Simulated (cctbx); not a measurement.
**Lattice, Laue class and space group of a new crystal**

Cell: a = 5.4740 Å, b = 5.4740 Å, c = 5.4740 Å, α = 90.00°, β = 90.00°, γ = 90.00°. Expected content of the cell: I3 Zn1 K1.

The data are simulated with cctbx, not measured: Mo Kα, λ = 0.71073 Å, to d = 0.84 Å, 80 % of the full sphere, strongest reflection 20000 counts, noise from counting, a 6 % proportional error and a noise floor of 2 counts (s.d.); no absorption, some extinction.

Tests on the unmerged data give:

```text
960 reflections to d = 0.845 A
centring   violations  <I/sigma> of those
    A        352 of   486      9.2
    B        369 of   499      9.1
    C        361 of   487      9.3
    I        483 of   483     14.8
    R        508 of   639     10.8
    F        541 of   736      9.2
Laue class    unique    Rint  (classes that these axes allow; Friedel mates merged)
P -1              571   0.035
P 1 2/m 1         329   0.039
P 1 1 2/m         330   0.040
P 2/m 1 1         331   0.040
P m m m           201   0.043
P 4/m             169   0.045
P 4/m m m         115   0.045
R -3 :R           200   0.043
R -3 m :R         125   0.045
P m -3             70   0.046
P m -3 m           49   0.047
space group    extra absences  I>4sigma  <I/sigma>
P 4 3 2                 0          0         -  acentric
P -4 3 m                0          0         -  acentric
P m -3 m                0          0         -  centric
Wilson B = 0.30 A^2   <|E^2-1|> = 0.780 (0.968 centric, 0.736 acentric)   E^2>4: 0.0 %
shell (A)         n   <I/sigma>
 5.47 - 1.34     15     38.0
 1.34 - 1.06     13     42.9
 1.06 - 0.93     10     51.6
 0.93 - 0.84     11     53.0
```

**Question.** What are the lattice type, the Laue class and the likely space group?

Every centring test has many violations, so the lattice is primitive.

Rint stays low (0.035 to 0.047) up to P m -3 m, the highest class in these axes.

3 settings pass the absence test. No glide or screw absences show, which leaves P 4 3 2, P -4 3 m and P m -3 m.

⟨|E²−1|⟩ = 0.780 leans to a non-centrosymmetric structure. Here that hint misleads: the statistic assumes many like atoms on general positions, and few, heavy or special-position atoms break it. The Wilson B of 0.30 Å² means U ≈ 0.0038 Å².

The true group is Pm-3m (no. 221), Laue class m-3m, centrosymmetric. The tables only narrow the choice to the tied entries; cell content, site symmetry and trial solutions must settle it.

The model was made for the exercise: a known structure type with other elements put in, its volume estimated, not relaxed; displacement parameters are assumed.

[Logs are printed without paths, hosts, clocks, repeated set-up lines and the standing remarks that a program may print on its own settings, such as how far it seeks lower states.]
